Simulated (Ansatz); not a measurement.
# CeO2 (Fm-3m): a volume series of phonon spectra

Wanted: mode Grüneisen parameters of CeO2 and a free-energy fit over volumes.

Program: Ansatz 0.2.0. Level of theory: DFT PBE, scalar-relativistic, plane waves, PAW. Results are calculated unless marked as measured.

The experiments to compare with:

“New synchrotron powder diffraction facility for long-duration experiments” (2017, pmc:5294393) reports for CeO2, cubic fluorite, by synchrotron X-ray powder diffraction, refinement (NIST standard powder, 100 micrometre thin sample, 25 keV beam): lattice constant a (cubic a, average of weekly measurements over 17 weeks) 5.41168 ± 2e-05 Å [Average of repeated refinements on a certified reference powder (certified a = 5.41165 …].

## 1. Set-up

The structure is cubic, space group Fm-3m (No. 225). Conventional cell: a = 5.407 Å, b = 5.407 Å, c = 5.407 Å, α = 90.00°, β = 90.00°, γ = 90.00°. Nearest to Ce lie 8 O at 2.34 Å. O has 4 Ce at 2.34 Å nearest. Farther neighbours and most contacts between anions are not listed.

## 2. Probe on a coarse mesh

Before spending time, one coarse run tells the gap and the pressure of the starting cell.

input.yaml

```yaml
crystal:
  lattice:
    - [0.0, 2.70365, 2.70365]
    - [2.70365, 0.0, 2.70365]
    - [2.70365, 2.70365, 0.0]
  atoms:
    - { symbol: Ce, position: [0.0, 0.0, 0.0] }
    - { symbol: O, position: [0.25, 0.25, 0.25] }
    - { symbol: O, position: [0.75, 0.75, 0.75] }
kpoints:
  mp_grid: { grid: [6, 6, 6] }
hamiltonian:
  xc: pbe
scf:
  occupations: { method: gaussian, width: 0.1 }
output:
  forces: true
  stress: true
  eigenvalues: true
```

Started as:

```
$ ansatz run input.yaml --threads 4 --pin off --max-ram 8192MiB --backend cpu --events-out ev --progress --plain --runs-dir out
```

Numbers of over 12 decimals in the logs are rounded to 6 here.

Output:

```text
band count auto-derived: 22 (N_el = 24.0; filled up to band 12; 16 by the electrons, moments and atoms)
Engine: ansatz 0.2.0, aarch64-unknown-linux-gnu
Pseudopotentials: kind: paw
Pseudopotential: Ce, paw, valence charge 12, recommended cutoff 420 eV (normal), Ce.paw.azcp
Pseudopotential: O, paw, valence charge 6, recommended cutoff 420 eV (normal), O.paw.azcp
Functional definition: PBE
  parameter kappa = 0.804
  parameter beta = 0.066725
  exchange = pbe_x(kappa = kappa, mu = beta*pi^2/3)
  correlation = pbe_c(beta = beta)
Crystal: 3 atoms, lattice volume = 39.526 Å³
Basis set: ecut = 420 eV, 749 PW (Γ), exchange–correlation on 54×54×54 points (8 copies of the dense FFT grid, shifted against one another)
Bands: 22, of which v1, the nominal top of the filled ones, is band 12 counted from 1 (11 counted from 0)
Symmetry: 48 space group operations
Space group: Fm-3m (ITA 225), of the structure as read, at distance tolerance 3.4e-5 Å
k-points: 16 of 216
Non-local potential: Ce, projectors of the file, l = 0: 3, l = 1: 2, l = 2: 2, l = 3: 3
Non-local potential: O, projectors of the file, l = 0: 2, l = 1: 2, l = 2: 1
PAW form: soft (Blöchl's): semilocal exchange-correlation on the pseudo side does not see the compensation charge
PAW one-centre angular grid: Ce, 590 points (default); XC on 64 Gauss nodes
PAW one-centre angular grid: O, 110 points (default); XC on 64 Gauss nodes
Initial density: superposition of atomic densities (neutral atoms: chi_scale 0, normalization atom), corrected by the library's trained network
Initial wavefunctions: pseudopotential atomic-orbital guess
Functional: x = pbe(κ = 0.804, μ = 0.219515), c = pbe(β = 0.066725)
SCF iter   1: F=—  HF=-7715.801106 eV  |F-HF|=—  |Δ(HF+E_count)|=         —  Δρ=4.36e-3  dr2=4.44e-3  ethr=1.77e-3  ⟨swp⟩=5.2  Hψ=1766  notcnv=0
preconditioner: auto → none  [insulator: Δε(μ)=2.134 eV  Ē_g=11.864 eV  σ=0.100 eV  W_gap=1.00  n_scr=14 (ndim 8)  ℏωp=27.7 eV  f_vac=0.032  D(μ)=0.00/eV (n_scr^D=0)  ε∞_Penn≈6.5]
SCF iter   2: F=—  HF=-7715.805399 eV  |F-HF|=—  |Δ(HF+E_count)|=   4.29e-3  Δρ=7.32e-3  dr2=2.31e-2  ethr=1.85e-5  ⟨swp⟩=2.4  Hψ=741  notcnv=0
SCF iter   3: F=—  HF=-7715.805784 eV  |F-HF|=—  |Δ(HF+E_count)|=   3.85e-4  Δρ=6.75e-3  dr2=2.00e-2  ethr=1.85e-5  ⟨swp⟩=2.0  Hψ=608  notcnv=0
SCF iter   4: F=—  HF=-7715.804128 eV  |F-HF|=—  |Δ(HF+E_count)|=   1.66e-3  Δρ=2.44e-3  dr2=2.45e-3  ethr=1.85e-5  ⟨swp⟩=3.0  Hψ=535  notcnv=0
SCF iter   5: F=—  HF=-7715.804205 eV  |F-HF|=—  |Δ(HF+E_count)|=   7.72e-5  Δρ=3.06e-4  dr2=3.91e-5  ethr=1.02e-5  ⟨swp⟩=1.0  Hψ=304  notcnv=0
SCF iter   6: F=—  HF=-7715.804156 eV  |F-HF|=—  |Δ(HF+E_count)|=   4.92e-5  Δρ=3.80e-5  dr2=2.83e-7  ethr=1.63e-7  ⟨swp⟩=2.4  Hψ=424  notcnv=0
SCF iter   7: F=-7715.804157 eV  HF=-7715.804157 eV  |F-HF|=2.56e-10  |Δ(HF+E_count)|=   4.23e-7  Δρ=5.82e-6  dr2=2.00e-8  ethr=4.17e-10  ⟨swp⟩=9.0  Hψ=1695  notcnv=0
SCF 1 converged in 7 iterations: F = -7715.804157 eV  dr2 = 2.00e-8
  greatest PAW one-centre occupation: 0.988 electrons in one spin orbital (limit 2), on the Ce atom at site 0 (counted from 0), in its partial waves of l = 0
SCF converged after 7 iterations
Free energy (F): -7715.804157 eV
Harris-Foulkes:  -7715.804157 eV  (|F-HF|=2.56e-10)
Internal energy: -7715.804157 eV  (E = F + TS)
E sigma→0 (E₀):  -7715.804157 eV
Fermi energy:    12.182734 eV
--- Per-component energies (eV) ---
  E_band       = 32.012649
  E_kinetic    = 740.497818
  E_local      = -918.588320  (includes V_loc(G=0)·N_el)
  E_nonlocal   = 31.567315
  E_hartree    = 327.461162
  E_xc         = -380.203782
  E_vxc        = -448.054032  (∫ρ·V_xc dr)
  E_paw        = -5785.927366  (= ΣΔE_a)
  E_vpaw       = -28.335166  (= ΣTr[D̂ρ^β])
  E_aug_tail   = 0.004861  (compensation charges beyond the density's cutoff)
  E_ewald      = -1730.615845
  E_smearing   = -0.000000  (= −TS)
  E_closure    = 0.000000  (closes the sum)
  Σ components = -7715.804157   (vs F -7715.804157, Δ=0.00e0)
--- Forces (eV/Å), atoms counted from 1 ---
  atom   1  Ce    -0.00000000     0.00000000    -0.00000000
  atom   2  O      0.00000000     0.00000000     0.00000000
  atom   3  O      0.00000000     0.00000000     0.00000000
  max |Σ_I F_I| component: 4.63e-17 eV/Å
--- Stress (GPa, compression-positive) ---
        5.867947       0.000000       0.000000
        0.000000       5.867947      -0.000000
        0.000000      -0.000000       5.867947
  P = ⅓ Tr σ = 5.8679 GPa (58.679 kbar)
--- Band table (eV; the first three rows and the last of 16) ---
  k-point 0: bands = [... 8 lower, 7.3436, 10.6193, 10.6193, 10.6193, 13.5626, 13.5626, 13.5626, 13.8153, ... 6 higher]
  k-point 1: bands = [... 8 lower, 8.0175, 10.3931, 10.5259, 10.5259, 13.5337, 13.5337, 13.5650, 13.8466, ... 6 higher]
  k-point 2: bands = [... 8 lower, 9.3055, 10.1302, 10.4240, 10.4240, 13.4556, 13.4556, 13.5051, 13.5698, ... 6 higher]
  k-point 15: bands = [... 8 lower, 10.1003, 10.2788, 10.4721, 10.5756, 13.3221, 13.4038, 13.4131, 13.5679, ... 6 higher]
```

Run time: 3.4 s. Hardware: 4 threads of Arm Neoverse V2, shared host; peak memory 0.36 GiB.

The column dr2 measures how far the density is from self-consistency, as an energy; F and HF (Harris–Foulkes) agree once it is small.

This step gave:

```
pressure          : 5.868 GPa
gap on the k-mesh : 2.107 eV
volume per atom   : 13.18 Å³
```

The start is under 5.9 GPa at this level and looks like an insulator or semiconductor on this mesh.

## 3. Finding the static equilibrium

The vibrations must be taken about the equilibrium of this functional, not about the starting cell, so the structure is relaxed.

input.yaml, the sections that differ from step 2:

```yaml
kpoints:
  mp_grid: { grid: [10, 10, 10] }
scf:
  occupations: { method: gaussian, width: 0.02 }
relax:
  adjacent_minimum: "off"
  f_tol: 0.005
  max_steps: 80
  cell: { stress_tol: 0.05 }
# crystal, hamiltonian, output: as in step 2
```

Output:

```text
[...]
Crystal: 3 atoms, lattice volume = 39.526 Å³
Basis set: ecut = 420 eV, 749 PW (Γ), exchange–correlation on 54×54×54 points (8 copies of the dense FFT grid, shifted against one another)
Bands: 22, of which v1, the nominal top of the filled ones, is band 12 counted from 1 (11 counted from 0)
Symmetry: 48 space group operations
[...]
k-points: 47 of 1000
[...]
SCF iter   1: F=—  HF=-7715.799843 eV  |F-HF|=—  |Δ(HF+E_count)|=         —  Δρ=4.40e-3  dr2=4.52e-3  ethr=1.77e-3  ⟨swp⟩=6.0  Hψ=4920  notcnv=0
[...]
SCF iter   8: F=-7715.803666 eV  HF=-7715.803666 eV  |F-HF|=1.57e-9  |Δ(HF+E_count)|=   7.78e-9  Δρ=3.79e-6  dr2=4.24e-9  ethr=1.45e-10  ⟨swp⟩=3.0  Hψ=2960  notcnv=0
SCF 1 converged in 8 iterations: F = -7715.803666 eV  dr2 = 4.24e-9
[...]
relax step   1: F+E_penalty+E_count = -7715.80366556 eV  Δ(F+E_penalty+E_count) = +0.000e0 eV  max|allowed force component| = 2.621e-17 eV/Å  Δτ_max = 0.0000 Å  P = +5.866 GPa  Ω = 39.526 Å³  (8 SCF iters, dr2 threshold 1.00e-7 eV, accepted)
Crystal: 3 atoms, lattice volume = 41.620 Å³
Basis set: ecut = 420 eV, 869 PW (Γ), exchange–correlation on 54×54×54 points (8 copies of the dense FFT grid, shifted against one another)
[...]
iter 1 solved again at ethr=3.83e-4 eV; its pass at ethr=3.10e-3 eV (dr2=9.19e-2 eV) is discarded
[...]
SCF iter   8: F=-7715.807197 eV  HF=-7715.807197 eV  |F-HF|=3.28e-9  |Δ(HF+E_count)|=   3.50e-8  Δρ=5.61e-6  dr2=6.33e-9  ethr=3.19e-10  ⟨swp⟩=3.0  Hψ=3415  notcnv=0
SCF 2 converged in 8 iterations: F = -7715.807197 eV  dr2 = 6.33e-9
relax step   2: F+E_penalty+E_count = -7715.80719719 eV  Δ(F+E_penalty+E_count) = -3.532e-3 eV  max|allowed force component| = 1.156e-16 eV/Å  Δτ_max = 0.0000 Å  P = -3.751 GPa  Ω = 41.620 Å³  energy of the carried Pulay correction = -7.599e-3 eV  (8 SCF iters, dr2 threshold 3.00e-7 eV, accepted)
Crystal: 3 atoms, lattice volume = 40.777 Å³
Basis set: ecut = 420 eV, 821 PW (Γ), exchange–correlation on 54×54×54 points (8 copies of the dense FFT grid, shifted against one another)
[...]
SCF iter   6: F=-7715.820693 eV  HF=-7715.820694 eV  |F-HF|=2.66e-7  |Δ(HF+E_count)|=   2.38e-8  Δρ=2.22e-5  dr2=2.91e-7  ethr=1.25e-9  ⟨swp⟩=5.4  Hψ=5223  notcnv=0
SCF 3 converged in 6 iterations: F = -7715.820693 eV  dr2 = 2.91e-7
relax step   3: F+E_penalty+E_count = -7715.82069345 eV  Δ(F+E_penalty+E_count) = -1.350e-2 eV  max|allowed force component| = 8.172e-17 eV/Å  Δτ_max = 0.0000 Å  P = -0.177 GPa  Ω = 40.777 Å³  energy of the carried Pulay correction = -4.589e-3 eV  (6 SCF iters, dr2 threshold 3.00e-7 eV, accepted)
[...]
relax step   4: F+E_penalty+E_count = -7715.82086283 eV  Δ(F+E_penalty+E_count) = -1.694e-4 eV  max|allowed force component| = 9.098e-17 eV/Å  Δτ_max = 0.0000 Å  P = +0.008 GPa  Ω = 40.736 Å³  energy of the carried Pulay correction = -4.441e-3 eV  (4 SCF iters, dr2 threshold 7.86e-8 eV, accepted)
[...]
relax step   5: F+E_penalty+E_count = -7715.82611117 eV  Δ(F+E_penalty+E_count) = -5.248e-3 eV  max|allowed force component| = 9.560e-17 eV/Å  Δτ_max = 0.0000 Å  P = +0.221 GPa  Ω = 40.736 Å³  stress off target by 2.21e-1 GPa  SCF on the basis re-selected at this cell (its energy is not comparable with the rows above)  (8 SCF iters)
[...]
relax step   6: F+E_penalty+E_count = -7715.82597188 eV  Δ(F+E_penalty+E_count) = +1.393e-4 eV  max|allowed force component| = 8.635e-17 eV/Å  Δτ_max = 0.0000 Å  P = +0.009 GPa  Ω = 40.785 Å³  energy of the carried Pulay correction = -1.742e-4 eV  (4 SCF iters, dr2 threshold 1.22e-7 eV, accepted)
[...]
SCF iter   6: F=-7715.826146 eV  HF=-7715.826146 eV  |F-HF|=2.73e-12  |Δ(HF+E_count)|=  2.36e-11  Δρ=9.87e-8  dr2=2.82e-12  ethr=1.00e-12  ⟨swp⟩=5.9  Hψ=3867  notcnv=0
SCF 7 converged in 6 iterations: F = -7715.826146 eV  dr2 = 2.82e-12
relax step   7: F+E_penalty+E_count = -7715.82614641 eV  Δ(F+E_penalty+E_count) = -1.745e-4 eV  max|allowed force component| = 1.110e-16 eV/Å  Δτ_max = 0.0000 Å  P = +0.013 GPa  Ω = 40.785 Å³  stress off target by 1.26e-2 GPa  SCF on the basis re-selected at this cell (its energy is not comparable with the rows above)  (6 SCF iters)
[...]
SCF converged after 6 iterations
Free energy (F): -7715.826146 eV
[...]
Internal energy: -7715.826146 eV  (E = F + TS)
E sigma→0 (E₀):  -7715.826146 eV
Fermi energy:    11.668044 eV
[...]
--- Stress (GPa, compression-positive) ---
        0.012616      -0.000000      -0.000000
       -0.000000       0.012616      -0.000000
       -0.000000      -0.000000       0.012616
  P = ⅓ Tr σ = 0.0126 GPa (0.126 kbar)
--- Band table (eV; the first three rows and the last of 47) ---
  k-point 0: bands = [... 8 lower, 7.0166, 10.1612, 10.1612, 10.1612, 12.9332, 12.9332, 12.9332, 13.1612, ... 6 higher]
  k-point 1: bands = [... 8 lower, 7.2606, 10.0671, 10.1235, 10.1235, 12.9248, 12.9248, 12.9340, 13.1740, ... 6 higher]
  k-point 2: bands = [... 8 lower, 7.8886, 9.8638, 10.0376, 10.0376, 12.8951, 12.8951, 12.9362, 13.1902, ... 6 higher]
  k-point 46: bands = [... 8 lower, 9.6345, 9.7667, 10.0401, 10.1173, 12.7016, 12.7924, 12.8073, 12.9706, ... 6 higher]
--- Relaxed structure (5 steps of the walk, 5 accepted, 2 SCFs on fresh bases) ---
  F+E_penalty+E_count = -7715.82614641 eV   max|allowed force component| = 1.110e-16 eV/Å   (the final SCF, on the basis selected at the relaxed cell)
  cell:  # Å, volume = 40.7851 Å³
    - [0, 2.732062, 2.732062]
    - [2.732062, 0, 2.732062]
    - [2.732062, 2.732062, 0]
  atoms:
    - { symbol: Ce, position: [0, 0, 0] }
    - { symbol: O, position: [0.25, 0.25, 0.25] }
    - { symbol: O, position: [0.750000, 0.750000, 0.750000] }
```

The job ended after 4.5 s (4 threads; peak memory 0.43 GiB).

Step by step:

| step | energy less that of the first step (eV) | largest force component (eV/Å) | pressure (GPa) | volume (Å³) |
| --- | --- | --- | --- | --- |
| 1 | 0.0000 | 0.0000 | 5.87 | 39.53 |
| 2 | -0.0035 | 0.0000 | -3.75 | 41.62 |
| 3 | -0.0170 | 0.0000 | -0.18 | 40.78 |
| 4 | -0.0172 | 0.0000 | 0.01 | 40.74 |
| 5* | -0.0224 | 0.0000 | 0.22 | 40.74 |
| 6 | -0.0223 | 0.0000 | 0.01 | 40.79 |
| 7* | -0.0225 | 0.0000 | 0.01 | 40.79 |

Relaxation steps marked * repeat the geometry before them on a plane-wave basis chosen anew for their cell, so energy and pressure can jump there.

Forces are held to the 48 operations that the run works with; a distortion that breaks them can't arise in this run.

| conventional cell, symmetrised | before | after | change |
| --- | --- | --- | --- |
| a (Å) | 5.407 | 5.464 | +1.1 % |
| b (Å) | 5.407 | 5.464 | +1.1 % |
| c (Å) | 5.407 | 5.464 | +1.1 % |
| volume (Å³/atom) | 13.18 | 13.60 | +3.2 % |

Final coordinates:

```xyz
3
Lattice="0.0000 2.7321 2.7321 2.7321 0.0000 2.7321 2.7321 2.7321 0.0000" Properties=species:S:1:pos:R:3 pbc="T T T"
Ce    0.0000    0.0000    0.0000
O     1.3660    1.3660    1.3660
O     4.0981    4.0981    4.0981
```

This step gave:

- pressure: 0.01262 GPa
- gap on the k-mesh: 1.920 eV
- volume per atom: 13.60 Å³

The relaxation ends with a pressure of 0.01 GPa.

## 4. Relaxing to small residual forces and stress

The thresholds are tightened for a last relaxation ahead of the phonons, and where mesh or smearing change with them the cell follows.

input.yaml

```yaml
crystal:
  lattice:
    - [0.0, 2.7320622393, 2.7320622393]
    - [2.7320622393, 0.0, 2.7320622393]
    - [2.7320622393, 2.7320622393, 0.0]
  atoms:
    - { symbol: Ce, position: [0.0, 0.0, 0.0] }
    - { symbol: O, position: [0.25, 0.25, 0.25] }
    - { symbol: O, position: [0.75, 0.75, 0.75] }
kpoints:
  mp_grid: { grid: [12, 12, 12] }
hamiltonian:
  xc: pbe
scf:
  occupations: { method: fixed }
output:
  forces: true
  stress: true
  eigenvalues: true
relax:
  adjacent_minimum: "off"
  f_tol: 0.001
  max_steps: 60
  cell: { stress_tol: 0.01 }
```

Output:

```text
[...]
Crystal: 3 atoms, lattice volume = 40.785 Å³
Basis set: ecut = 420 eV, 821 PW (Γ), exchange–correlation on 54×54×54 points (8 copies of the dense FFT grid, shifted against one another)
Bands: 16, of which v1, the nominal top of the filled ones, is band 12 counted from 1 (11 counted from 0)
Symmetry: 48 space group operations
[...]
k-points: 72 of 1728
[...]
k-point 71: bands = [... 8 lower, 9.6935, 9.6935, 10.0483, 10.1084, 12.6940, 12.8033, 12.8033, 13.0367]
--- Relaxed structure (3 steps of the walk, 3 accepted, 1 SCFs on fresh bases) ---
[...]
cell:  # Å, volume = 40.7879 Å³
    - [0, 2.732125, 2.732125]
    - [2.732125, 0, 2.732125]
    - [2.732125, 2.732125, 0]
  atoms:
    - { symbol: Ce, position: [0, 0, 0] }
    - { symbol: O, position: [0.25, 0.25, 0.25] }
    - { symbol: O, position: [0.75, 0.75, 0.75] }
[key lines of the parts left out:]
SCF converged after 9 iterations
Free energy (F): -7715.826114 eV
Fermi energy:    10.727952 eV
P = ⅓ Tr σ = 0.0003 GPa (0.003 kbar)
```

Elapsed: 3.1 s, on 4 threads; peak memory 0.43 GiB.

Little changed from the start: no atom moved by 0.005 Å and no cell edge by 0.1 %.

This step gave:

| Item | Value |
| --- | --- |
| pressure | 2.80e-4 GPa |
| gap on the k-mesh | 1.899 eV |

The residual pressure is 2.8e-4 GPa, small enough for phonons.

(Continued in part 2 of 4.)

[Logs are printed without paths, hosts, clocks, repeated set-up lines and the standing remarks that a program may print on its own settings, such as how far it seeks lower states.]

[Hosts, paths, dates, database ids (printed as entryN), source tags and the programs' standing remarks are cut or masked in the printed files.]

[A step with changed settings may run another functional than the one named; its input shows which.]

[Of the runs on displaced cells, only some may be shown.]
